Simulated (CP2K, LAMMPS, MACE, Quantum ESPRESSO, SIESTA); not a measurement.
# Ranking relaxed geometries by hand: glassy 75Sc2O3-25SiO2 (mol %) (72 atoms)

The cell holds 72 atoms (24 Sc, 4 Si and 44 O). Recipe: 72 atoms (24 Sc, 4 Si, 44 O) placed at random at 3.36 g/cm³, melted at 4000 K for 10 ps at fixed volume with the Morse and Coulomb pair potential with partial charges (Pedone, Malavasi, Menziani, Cormack and Segre, J. Phys. Chem. B 110, 11780 (2006)). Quenched from 4000 K to 300 K at 5 K/ps and fixed volume, held 10 ps at zero pressure.

Each method relaxed the atoms from this start in the fixed cell; Quantum ESPRESSO 7.5 (PBE; plane waves, SSSP efficiency, 60/480 Ry; k-points Γ) then solved the start and every end.

| geometry | free energy (eV) | r.m.s. force (eV/Å) |
| --- | --- | --- |
| start | -55708.030 | 1.163 |
| end of MACE MPA-0 medium | -55712.061 | 0.086 |
| end of CP2K double zeta | -55712.502 | 0.040 |
| end of SIESTA DZP | -55711.981 | 0.149 |

**Question.** Find the energy that each relaxation gains per atom at this level, and what share of the best gain each reaches. Compare the gap between best and worst with kT at 300 K (25.9 meV).

**Working.**

MACE MPA-0 medium: -55708.030 − (-55712.061) = 4.031 eV, or 56.0 meV an atom; 90 % of the best.

CP2K double zeta: -55708.030 − (-55712.502) = 4.472 eV, or 62.1 meV an atom; 100 % of the best.

SIESTA DZP: -55708.030 − (-55711.981) = 3.951 eV, or 54.9 meV an atom; 88 % of the best.

CP2K double zeta gains most. SIESTA DZP ends 0.521 eV higher for the cell, 7.2 meV an atom, which is 0.28 kT an atom and 20 kT for the cell.

Limits: no end is a minimum of this level; CP2K double zeta stopped short of the threshold.

[Hosts, paths, dates, database ids (printed as entryN), source tags and the programs' standing remarks are cut or masked in the printed files.]
